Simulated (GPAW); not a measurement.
## Work function of Si/Ta(110) at several levels

Aim: the work function of both faces of Si/Ta(110), and its spread over functionals and bases.

Calculated with GPAW 26.7.0; GPAW, PAW setups; slab in vacuum, relaxation, in the first sound run; inputs show where later runs differ.

### 1. The starting structure

The cell holds 5 atoms: 4 Ta and 1 Si. Cell: a = 2.867 Å, b = 2.867 Å, c = 27.506 Å, α = 90.0°, β = 90.0°, γ = 70.5°. Vacuum lies along c.

### 2. Relaxation

Forces are removed first; all later runs use this geometry. The lowest 2 atoms are held at bulk positions and keep their forces.

run.py reads:

```python
import json
import numpy as np
from ase import Atoms
from ase.constraints import FixAtoms
from ase.optimize import BFGS
from gpaw import GPAW, PW

slab = Atoms(
    ['Ta', 'Ta', 'Ta', 'Ta', 'Si'],
    positions=[
        [0.00000, 0.00000, 9.00000],
        [2.34052, 0.00000, 11.34052],
        [0.00000, 0.00000, 13.68105],
        [2.34052, 0.00000, 16.02157],
        [3.93208, 0.00000, 18.50600]],
    cell=[[2.34052, -1.655, 0.0], [2.34052, 1.655, 0.0], [0.0, 0.0, 27.506]],
    pbc=[True, True, False])

slab.calc = GPAW(mode=PW(400), xc='PBE', kpts={'size': (12, 12, 1), 'gamma': True},
                 occupations={'name': 'fermi-dirac', 'width': 0.1}, nbands='200%',
                 convergence={'density': 1e-05}, maxiter=200,
                 poissonsolver={'dipolelayer': 'xy'},
                 symmetry={'tolerance': 1e-3, 'extra_ids': [1, 1, 0, 0, 0]}, txt='slab.txt')
result = {}
slab.set_constraint(FixAtoms([0, 1]))
path = []
opt = BFGS(slab, maxstep=0.2)
opt.attach(lambda: path.append((slab.get_potential_energy(), slab.positions.tolist(), slab.get_forces().tolist())))
result['relaxed'] = bool(opt.run(fmax=0.03, steps=40))
result['path'] = path
energy = slab.get_potential_energy()
fermi = slab.calc.get_fermi_level()
v = slab.calc.get_electrostatic_potential().mean((0, 1)) - fermi
n = slab.calc.get_pseudo_density().mean((0, 1))
L = slab.cell[2, 2]
z = np.arange(len(v)) * L / len(v)
low, high = slab.positions[:, 2].min(), slab.positions[:, 2].max()
below, above = np.interp([low - 6.8, high + 6.8], z, v)
slopes = [np.interp(x, z, np.gradient(v, z)) for x in (low - 6.8, high + 6.8)]
eps = np.array([[slab.calc.get_eigenvalues(k, s) for k in range(len(slab.calc.get_ibz_k_points()))]
                for s in range(slab.calc.get_number_of_spins())]) - fermi
top, bottom = eps[eps < 0].max(), eps[eps > 0].min()
dipole = slab.get_dipole_moment()[2]
print(f'energy {energy:.4f} eV, Fermi level {fermi:.4f} eV, dipole {dipole:.5f} e A')
print(f'potential 6.8 A off the faces, from the Fermi level: lower {below:.4f} eV, upper {above:.4f} eV')
print(f'slope of the potential there: lower {slopes[0]:.5f}, upper {slopes[1]:.5f} eV/A')
print(f'nearest levels on the mesh: {top:.4f} and {bottom:.4f} eV')
print('magnetic moment', round(slab.get_magnetic_moment(), 3))
result.update(energy=energy, fermi=fermi, dipole=dipole, below=below, above=above, slopes=slopes, edges=[top, bottom],
              z=z.tolist(), v=v.tolist(), n=n.tolist(), positions=slab.positions.tolist(),
              forces=slab.get_forces(apply_constraint=False).tolist(), moments=slab.get_magnetic_moments().tolist())
json.dump(result, open('result.json', 'w'))
```

Command:

```
> OMP_NUM_THREADS=1 OPENBLAS_NUM_THREADS=1 python run.py
```

The program printed:

```text
Step          Energy          fmax
BFGS:    0      -42.975637        1.131068
BFGS:    1      -43.008856        1.071668
BFGS:    2      -43.121068        1.110209
BFGS:    3      -43.158383        0.386311
BFGS:    4      -43.164620        0.288634
BFGS:    5      -43.173991        0.405935
BFGS:    6      -43.183490        0.404541
BFGS:    7      -43.192052        0.238005
BFGS:    8      -43.195274        0.295702
BFGS:    9      -43.198430        0.317003
BFGS:   10      -43.204509        0.298415
BFGS:   11      -43.213350        0.242921
BFGS:   12      -43.221032        0.203559
BFGS:   13      -43.223853        0.115621
BFGS:   14      -43.224438        0.093533
BFGS:   15      -43.224707        0.090092
[...]
BFGS:   25      -43.229695        0.074250
BFGS:   26      -43.230050        0.032311
BFGS:   27      -43.230123        0.033281
BFGS:   28      -43.230165        0.035209
BFGS:   29      -43.230306        0.035423
BFGS:   30      -43.230521        0.034460
BFGS:   31      -43.231035        0.035591
BFGS:   32      -43.231417        0.027810
energy -43.1333 eV, Fermi level 1.7172 eV, dipole -0.02203 e A
potential 6.8 A off the faces, from the Fermi level: lower 4.7824 eV, upper 5.2945 eV
slope of the potential there: lower -0.00004, upper -0.00000 eV/A
nearest levels on the mesh: -0.0015 and 0.0084 eV
magnetic moment 0.0
```

Elapsed: 1.7 h, on 1 thread of Arm Neoverse V2, shared host; peak memory 0.36 GiB.

The steps of the relaxation (22 of 33):

| step | energy less that of the first step (eV) | largest force (eV/Å) |
| --- | --- | --- |
| 1 | 0.0000 | 1.1311 |
| 3 | -0.1435 | 1.1102 |
| 4 | -0.1806 | 0.3863 |
| 6 | -0.1952 | 0.4059 |
| 7 | -0.2039 | 0.4045 |
| 9 | -0.2158 | 0.2957 |
| 10 | -0.2194 | 0.3170 |
| 12 | -0.2361 | 0.2429 |
| 13 | -0.2444 | 0.2036 |
| 15 | -0.2477 | 0.0935 |
| 16 | -0.2479 | 0.0901 |
| 18 | -0.2489 | 0.0684 |
| 19 | -0.2495 | 0.0439 |
| 21 | -0.2500 | 0.0480 |
| 22 | -0.2503 | 0.0414 |
| 24 | -0.2518 | 0.0971 |
| 25 | -0.2531 | 0.1049 |
| 27 | -0.2541 | 0.0323 |
| 28 | -0.2541 | 0.0333 |
| 30 | -0.2540 | 0.0354 |
| 31 | -0.2541 | 0.0345 |
| 33 | -0.2546 | 0.0278 |

The atoms that moved most (Å):

| atom | dx | dy | dz | length |
| --- | --- | --- | --- | --- |
| Si5 | 0.391 | 0.000 | -0.375 | 0.542 |
| Ta4 | -0.026 | 0.000 | 0.000 | 0.026 |
| Ta3 | -0.013 | 0.000 | 0.005 | 0.014 |

The relaxed structure:

```cif
data_structure
_symmetry_space_group_name_H-M 'P 1'
_symmetry_Int_Tables_number 1
_cell_length_a 2.8665
_cell_length_b 2.8665
_cell_length_c 27.5060
_cell_angle_alpha 90.000
_cell_angle_beta 90.000
_cell_angle_gamma 70.529
_cell_volume 213.09
loop_
_atom_site_label
_atom_site_type_symbol
_atom_site_fract_x
_atom_site_fract_y
_atom_site_fract_z
_atom_site_occupancy
Ta1 Ta 0.00000 0.00000 0.32720 1
Ta2 Ta 0.50000 0.50000 0.41229 1
Ta3 Ta 0.99725 0.99725 0.49756 1
Ta4 Ta 0.49440 0.49440 0.58246 1
Si5 Si 0.92343 0.92343 0.65916 1
```

Numbers from this step:

- dipole along the normal: -0.02203 e·Å
- levels nearest the Fermi level on the mesh: -0.001452, 0.008428 eV from the Fermi level
- upper work function: 5.294 eV
- lower work function: 4.782 eV

The electrostatic potential energy of an electron (without an applied field's), less the Fermi level, planar mean oscillates, so the rows of the table below give means over windows of 2.36 Å about each position, cut where the curve ends. Its maxima inside the range that stand out by 2 % of the span (Å: eV): 10.2: -1.31, 12.5: -1.29, 14.8: -1.31, 17.2: -2.14. Its minima: 9.0: -25.3, 11.4: -25.1, 13.6: -25.1, 16.0: -25.2, 18.2: -16.3.

The electrostatic potential energy of an electron (without an applied field's), less the Fermi level, planar mean by z; means over each step:

| z (Å) | electrostatic potential energy of an electron (without an applied field's), less the Fermi level, planar mean (eV) |
| --- | --- |
| 1.18 | 4.80 |
| 3.54 | 4.78 |
| 5.90 | 4.63 |
| 8.26 | -9.06 |
| 10.62 | -11.8 |
| 12.98 | -11.7 |
| 15.34 | -11.8 |
| 17.70 | -8.12 |
| 20.06 | 4.17 |
| 22.42 | 5.29 |
| 24.78 | 5.29 |
| 27.14 | 5.28 |

The pseudo valence density, planar mean oscillates, so the rows of the table below give means over windows of 2.36 Å about each position, cut where the curve ends. Its maxima inside the range that stand out by 2 % of the span (Å: e/Å³): 9.0: 1.51, 11.4: 1.49, 13.8: 1.48, 16.1: 1.46. Its minima: 10.1: 0.281, 12.5: 0.275, 14.8: 0.278.

Pseudo valence density, planar mean against z; means over each step:

z (Å), pseudo valence density, planar mean (e/Å³) and a bar:
```
     3.54       0.00 
     5.90       0.00 
     8.26       0.57 ########################
    10.62       0.72 ##############################
    12.98       0.72 ##############################
    15.34       0.72 ##############################
    17.70       0.29 ############
    20.06       0.04 ##
    22.42       0.00
```

The relaxation lowered the energy of the cell by 0.255 eV (energies extrapolated to zero smearing; the optimiser's log prints free energies). The largest force left on a free atom is 0.028 eV/Å.

### 3. The slab's potential

With the geometry fixed, the planar mean of the potential gives the vacuum level on each side.

This step: GPAW, PAW setups; slab in vacuum (GPAW 26.7.0).

Edit run.py of step 2 so:

```diff
@@ -3,4 +3,2 @@
 from ase import Atoms
-from ase.constraints import FixAtoms
-from ase.optimize import BFGS
 from gpaw import GPAW, PW
@@ -11,6 +9,6 @@
         [0.00000, 0.00000, 9.00000],
-        [2.34052, 0.00000, 11.34052],
-        [0.00000, 0.00000, 13.68105],
-        [2.34052, 0.00000, 16.02157],
-        [3.93208, 0.00000, 18.50600]],
+        [2.34052, -0.00000, 11.34052],
+        [-0.01289, -0.00000, 13.68588],
+        [2.31433, -0.00000, 16.02108],
+        [4.32261, -0.00000, 18.13083]],
     cell=[[2.34052, -1.655, 0.0], [2.34052, 1.655, 0.0], [0.0, 0.0, 27.506]],
@@ -22,10 +20,4 @@
                  poissonsolver={'dipolelayer': 'xy'},
-                 symmetry={'tolerance': 1e-3, 'extra_ids': [1, 1, 0, 0, 0]}, txt='slab.txt')
+                 symmetry={'tolerance': 1e-3}, txt='slab.txt')
 result = {}
-slab.set_constraint(FixAtoms([0, 1]))
-path = []
-opt = BFGS(slab, maxstep=0.2)
-opt.attach(lambda: path.append((slab.get_potential_energy(), slab.positions.tolist(), slab.get_forces().tolist())))
-result['relaxed'] = bool(opt.run(fmax=0.03, steps=40))
-result['path'] = path
 energy = slab.get_potential_energy()
```

The program printed:

```text
energy -43.1333 eV, Fermi level 1.7172 eV, dipole -0.02204 e A
potential 6.8 A off the faces, from the Fermi level: lower 4.7824 eV, upper 5.2943 eV
slope of the potential there: lower -0.00004, upper -0.00000 eV/A
nearest levels on the mesh: -0.0014 and 0.0084 eV
magnetic moment 0.0
```

It took 4 min on 1 thread; peak memory 0.35 GiB.

This step gave:

| Quantity | Value |
| --- | --- |
| dipole along the normal | -0.02204 e·Å |
| levels nearest the Fermi level on the mesh | -0.001439, 0.008448 eV from the Fermi level |

The electrostatic potential energy of an electron (without an applied field's), less the Fermi level, planar mean oscillates, so the rows of the table below give means over windows of 2.36 Å about each position, cut where the curve ends. Its maxima inside the range that stand out by 2 % of the span (Å: eV): 10.2: -1.31, 12.5: -1.29, 14.8: -1.31, 17.2: -2.14. Its minima: 9.0: -25.3, 11.4: -25.1, 13.6: -25.1, 16.0: -25.2, 18.2: -16.3.

Electrostatic potential energy of an electron (without an applied field's), less the Fermi level, planar mean against z; means over each step:

(Unchanged from step 2.)

The pseudo valence density, planar mean oscillates, so the rows of the table below give means over windows of 2.36 Å about each position, cut where the curve ends. Its maxima inside the range that stand out by 2 % of the span (Å: e/Å³): 9.0: 1.51, 11.4: 1.49, 13.8: 1.48, 16.1: 1.46. Its minima: 10.1: 0.281, 12.5: 0.275, 14.8: 0.278.

Table of pseudo valence density, planar mean by z; means over each step:

z (Å), pseudo valence density, planar mean (e/Å³) and a bar:
```
     3.54       0.00 
     5.90       0.00 
     8.26       0.57 ########################
    10.62       0.72 ##############################
    12.98       0.72 ##############################
    15.34       0.72 ##############################
    17.70       0.29 ############
    20.06       0.04 ##
    22.42       0.00
```

Force by atom:

| atom | x (eV/Å) | y (eV/Å) | z (eV/Å) | size |
| --- | --- | --- | --- | --- |
| Ta1 | 0.007 | 0.000 | 0.397 | 0.397 |
| Ta2 | -0.018 | 0.000 | -0.382 | 0.382 |
| Ta3 | 0.015 | 0.000 | -0.001 | 0.015 |
| Ta4 | -0.010 | 0.000 | -0.026 | 0.028 |
| Si5 | 0.007 | 0.000 | 0.013 | 0.015 |

The potential is flat to 3.5e-5 eV/Å where it is read, so the vacuum is wide enough.

### 4. Self-consistent run: xc = "vdW-DF2"

The same geometry under vdW-DF2, to see how far the functional moves the levels against the vacuum (the van der Waals functionals take revPBE setups).

Edit run.py of step 3 so:

```diff
@@ -16,3 +16,3 @@
 
-slab.calc = GPAW(mode=PW(400), xc='PBE', kpts={'size': (12, 12, 1), 'gamma': True},
+slab.calc = GPAW(mode=PW(400), xc='vdW-DF2', kpts={'size': (12, 12, 1), 'gamma': True},
                  occupations={'name': 'fermi-dirac', 'width': 0.1}, nbands='200%',
```

The program printed:

```text
energy -653.2514 eV, Fermi level 1.6803 eV, dipole -0.02232 e A
potential 6.8 A off the faces, from the Fermi level: lower 4.9961 eV, upper 5.5145 eV
slope of the potential there: lower -0.00009, upper 0.00000 eV/A
nearest levels on the mesh: -0.0030 and 0.0112 eV
magnetic moment 0.0
```

Elapsed: 4.6 min, on 1 thread; peak memory 0.48 GiB.

Numbers from this step:

| Item | Value |
| --- | --- |
| dipole along the normal | -0.02232 e·Å |
| levels nearest the Fermi level on the mesh | -0.003046, 0.01123 eV from the Fermi level |
| upper work function | 5.515 eV |
| lower work function | 4.996 eV |

The electrostatic potential energy of an electron (without an applied field's), less the Fermi level, planar mean oscillates, so the rows of the table below give means over windows of 2.36 Å about each position, cut where the curve ends. Its maxima inside the range that stand out by 2 % of the span (Å: eV): 10.2: -1.62, 12.5: -1.61, 14.8: -1.62, 17.2: -2.30. Its minima: 9.0: -25.5, 11.4: -25.3, 13.6: -25.3, 16.0: -25.4, 18.2: -16.2.

The electrostatic potential energy of an electron (without an applied field's), less the Fermi level, planar mean by z; means over each step:

z (Å), electrostatic potential energy of an electron (without an applied field's), less the Fermi level, planar mean (eV) and a bar from the least value:
```
     1.18        5.0 #############################
     3.54        5.0 #############################
     5.90        4.8 #############################
     8.26       -9.2 #####
    10.62      -12.0 
    12.98      -11.9 
    15.34      -12.0 
    17.70       -8.2 #######
    20.06        4.3 ############################
    22.42        5.5 ##############################
    24.78        5.5 ##############################
    27.14        5.5 ##############################
```

The pseudo valence density, planar mean oscillates, so the rows of the table below give means over windows of 2.36 Å about each position, cut where the curve ends. Its maxima inside the range that stand out by 2 % of the span (Å: e/Å³): 9.0: 1.51, 11.4: 1.49, 13.8: 1.48, 16.1: 1.46. Its minima: 10.1: 0.277, 12.5: 0.271, 14.8: 0.274.

Pseudo valence density, planar mean against z; means over each step:

z (Å), pseudo valence density, planar mean (e/Å³) and a bar:
```
     3.54       0.00 
     5.90       0.00 
     8.26       0.57 ########################
    10.62       0.72 ##############################
    12.98       0.72 ##############################
    15.34       0.72 ##############################
    17.70       0.29 ############
    20.06       0.04 ##
    22.42       0.00
```

Force by atom:

| atom | x (eV/Å) | y (eV/Å) | z (eV/Å) | size |
| --- | --- | --- | --- | --- |
| Ta1 | 0.006 | 0.000 | -0.237 | 0.237 |
| Ta2 | -0.017 | 0.000 | -0.363 | 0.363 |
| Ta3 | 0.013 | 0.000 | -0.021 | 0.025 |
| Ta4 | -0.028 | 0.000 | 0.132 | 0.135 |
| Si5 | 0.025 | 0.000 | 0.488 | 0.489 |

The upper face's work function is 5.515 eV, against 5.294 eV in the first plane-wave PBE run at this geometry.

### 5. Self-consistent run: xc = "revPBE"

The same geometry under revPBE, to see how far the functional moves the levels against the vacuum.

Edit run.py of step 4 so:

```diff
@@ -16,3 +16,3 @@
 
-slab.calc = GPAW(mode=PW(400), xc='vdW-DF2', kpts={'size': (12, 12, 1), 'gamma': True},
+slab.calc = GPAW(mode=PW(400), xc='revPBE', kpts={'size': (12, 12, 1), 'gamma': True},
                  occupations={'name': 'fermi-dirac', 'width': 0.1}, nbands='200%',
```

The program printed:

```text
energy -41.3728 eV, Fermi level 1.7908 eV, dipole -0.02356 e A
potential 6.8 A off the faces, from the Fermi level: lower 4.6810 eV, upper 5.2287 eV
slope of the potential there: lower -0.00004, upper -0.00000 eV/A
nearest levels on the mesh: -0.0100 and 0.0007 eV
magnetic moment 0.0
```

It took 3.8 min on 1 thread; peak memory 0.35 GiB.

This step gave:

- dipole along the normal: -0.02356 e·Å
- levels nearest the Fermi level on the mesh: -0.009978, 6.89e-4 eV from the Fermi level
- upper work function: 5.229 eV
- lower work function: 4.681 eV

The upper face's work function is 5.229 eV, against 5.294 eV in the first plane-wave PBE run at this geometry.

### 6. OptPBE vdW: xc = "optPBE-vdW"

The same geometry under optPBE-vdW, to see how far the functional moves the levels against the vacuum (the van der Waals functionals take revPBE setups).

Edit run.py of step 5 so:

```diff
@@ -16,3 +16,3 @@
 
-slab.calc = GPAW(mode=PW(400), xc='revPBE', kpts={'size': (12, 12, 1), 'gamma': True},
+slab.calc = GPAW(mode=PW(400), xc='optPBE-vdW', kpts={'size': (12, 12, 1), 'gamma': True},
                  occupations={'name': 'fermi-dirac', 'width': 0.1}, nbands='200%',
```

The program printed:

```text
energy -115.8041 eV, Fermi level 1.6387 eV, dipole -0.02196 e A
potential 6.8 A off the faces, from the Fermi level: lower 4.9342 eV, upper 5.4444 eV
slope of the potential there: lower -0.00005, upper -0.00000 eV/A
nearest levels on the mesh: -0.0008 and 0.0139 eV
magnetic moment 0.0
```

Wall time 3.8 min (1 thread); peak memory 0.48 GiB.

Numbers from this step:

```
dipole along the normal                    : -0.02196 e·Å
levels nearest the Fermi level on the mesh : -7.74e-4, 0.01389 eV from the Fermi level
upper work function                        : 5.444 eV
lower work function                        : 4.934 eV
```

The upper face's work function is 5.444 eV, against 5.294 eV in the first plane-wave PBE run at this geometry.

### 7. Self-consistent run: xc = "RPBE"

The same geometry under RPBE, to see how far the functional moves the levels against the vacuum.

Edit run.py of step 6 so:

```diff
@@ -16,3 +16,3 @@
 
-slab.calc = GPAW(mode=PW(400), xc='optPBE-vdW', kpts={'size': (12, 12, 1), 'gamma': True},
+slab.calc = GPAW(mode=PW(400), xc='RPBE', kpts={'size': (12, 12, 1), 'gamma': True},
                  occupations={'name': 'fermi-dirac', 'width': 0.1}, nbands='200%',
```

The program printed:

```text
energy -40.9871 eV, Fermi level 1.8053 eV, dipole -0.02425 e A
potential 6.8 A off the faces, from the Fermi level: lower 4.6673 eV, upper 5.2310 eV
slope of the potential there: lower -0.00004, upper -0.00000 eV/A
nearest levels on the mesh: -0.0097 and 0.0033 eV
magnetic moment 0.0
```

Run time: 4.2 min. Hardware: 1 thread; peak memory 0.35 GiB.

This step gave:

```
dipole along the normal                    : -0.02425 e·Å
levels nearest the Fermi level on the mesh : -0.009673, 0.003286 eV from the Fermi level
upper work function                        : 5.231 eV
lower work function                        : 4.667 eV
```

The electrostatic potential energy of an electron (without an applied field's), less the Fermi level, planar mean oscillates, so the rows of the table below give means over windows of 2.36 Å about each position, cut where the curve ends. Its maxima inside the range that stand out by 2 % of the span (Å: eV): 10.2: -1.40, 12.5: -1.38, 14.8: -1.40, 17.2: -2.23. Its minima: 9.0: -25.4, 11.4: -25.2, 13.6: -25.2, 16.0: -25.3, 18.2: -16.3.

The electrostatic potential energy of an electron (without an applied field's), less the Fermi level, planar mean by z; means over each step:

z (Å), electrostatic potential energy of an electron (without an applied field's), less the Fermi level, planar mean (eV) and a bar from the least value:
```
     1.18        4.7 #############################
     3.54        4.7 #############################
     5.90        4.5 #############################
     8.26       -9.2 #####
    10.62      -11.9 
    12.98      -11.8 
    15.34      -11.9 
    17.70       -8.2 ######
    20.06        4.1 ############################
    22.42        5.2 ##############################
    24.78        5.2 ##############################
    27.14        5.2 ##############################
```

The upper face's work function is 5.231 eV, against 5.294 eV in the first plane-wave PBE run at this geometry.

### 8. Self-consistent run: xc = "LDA"

The same geometry under LDA, to see how far the functional moves the levels against the vacuum.

Edit run.py of step 7 so:

```diff
@@ -16,3 +16,3 @@
 
-slab.calc = GPAW(mode=PW(400), xc='RPBE', kpts={'size': (12, 12, 1), 'gamma': True},
+slab.calc = GPAW(mode=PW(400), xc='LDA', kpts={'size': (12, 12, 1), 'gamma': True},
                  occupations={'name': 'fermi-dirac', 'width': 0.1}, nbands='200%',
```

The program printed:

```text
energy -47.5655 eV, Fermi level 1.4808 eV, dipole -0.01890 e A
potential 6.8 A off the faces, from the Fermi level: lower 5.0042 eV, upper 5.4430 eV
slope of the potential there: lower -0.00003, upper -0.00000 eV/A
nearest levels on the mesh: -0.0051 and 0.0013 eV
magnetic moment 0.0
```

Elapsed: 3.9 min, on 1 thread; peak memory 0.35 GiB.

Numbers from this step:

- dipole along the normal: -0.01890 e·Å
- levels nearest the Fermi level on the mesh: -0.005055, 0.001327 eV from the Fermi level
- upper work function: 5.443 eV
- lower work function: 5.004 eV

The upper face's work function is 5.443 eV, against 5.294 eV in the first plane-wave PBE run at this geometry.

(Continued in part 2 of 2.)

[Logs are printed without paths, hosts, clocks, repeated set-up lines and the standing remarks that a program may print on its own settings, such as how far it seeks lower states.]

[Hosts, paths, dates, database ids (printed as entryN), source tags and the programs' standing remarks are cut or masked in the printed files.]
